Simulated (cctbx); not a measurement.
**Symmetry from intensities**

Cell: a = 4.3680 Å, b = 9.7520 Å, c = 12.3350 Å, α = 90.00°, β = 90.00°, γ = 90.00°. Expected content of the cell: Ir4 Dy6 Rh2 Ga8 Al8.

The data are simulated with cctbx, not measured: Mo Kα, λ = 0.71073 Å, to d = 0.7 Å, 50 % of the full sphere, strongest reflection 70000 counts, noise from counting, a 6 % proportional error and a noise floor of 2 counts (s.d.); no absorption.

A first pass over the reflections prints:

```text
3110 reflections to d = 0.700 A
centring   violations  <I/sigma> of those
    A        709 of  1546      6.5
    B        751 of  1516      6.8
    C        692 of  1572      6.0
    I          0 of  1524     -0.0
    R        977 of  2073      6.6
    F       1076 of  2317      6.4
Laue class    unique    Rint  (classes that these axes allow; Friedel mates merged)
I 1 2/m 1         778   0.036
I 1 1 2/m         767   0.036
I 2/m 1 1         816   0.037
I m m m           476   0.040
space group    extra absences  I>4sigma  <I/sigma>
I 2 2 2                 0          0         -  acentric
I 21 21 21              0          0         -  acentric
I m m 2                 0          0         -  acentric
I 2 m m                 0          0         -  acentric
I m 2 m                 0          0         -  acentric
I m m m                 0          0         -  centric
Wilson B = 0.46 A^2   <|E^2-1|> = 0.856 (0.968 centric, 0.736 acentric)   E^2>4: 3.8 %
shell (A)         n   <I/sigma>
 7.65 - 1.40     66     22.1
 1.40 - 1.11     62     22.1
 1.11 - 0.97     61     22.5
 0.97 - 0.88     51     19.8
 0.88 - 0.82     60     19.5
 0.82 - 0.77     65     21.1
 0.77 - 0.73     52     21.0
 0.73 - 0.70     59     19.2
```

Q: Read the symmetry from these tables.

The reflections that I centring forbids are absent (⟨I/σ⟩ near 0), so the lattice is I.

Rint stays low (0.036 to 0.040) up to I m m m, the highest class in these axes.

6 settings pass the absence test. No glide or screw absences show, which leaves I 2 2 2, I 21 21 21, I m m 2, I 2 m m, I m 2 m and I m m m.

⟨|E²−1|⟩ = 0.856 lies between the two ideal values. The Wilson B of 0.46 Å² means U ≈ 0.0058 Å².

The true group is Immm (no. 71), Laue class mmm, centrosymmetric. The tables only narrow the choice to the tied entries; cell content, site symmetry and trial solutions must settle it.

This is a model crystal, built by substitution and not relaxed, with assumed displacement parameters.

[Logs are printed without paths, hosts, clocks, repeated set-up lines and the standing remarks that a program may print on its own settings, such as how far it seeks lower states.]
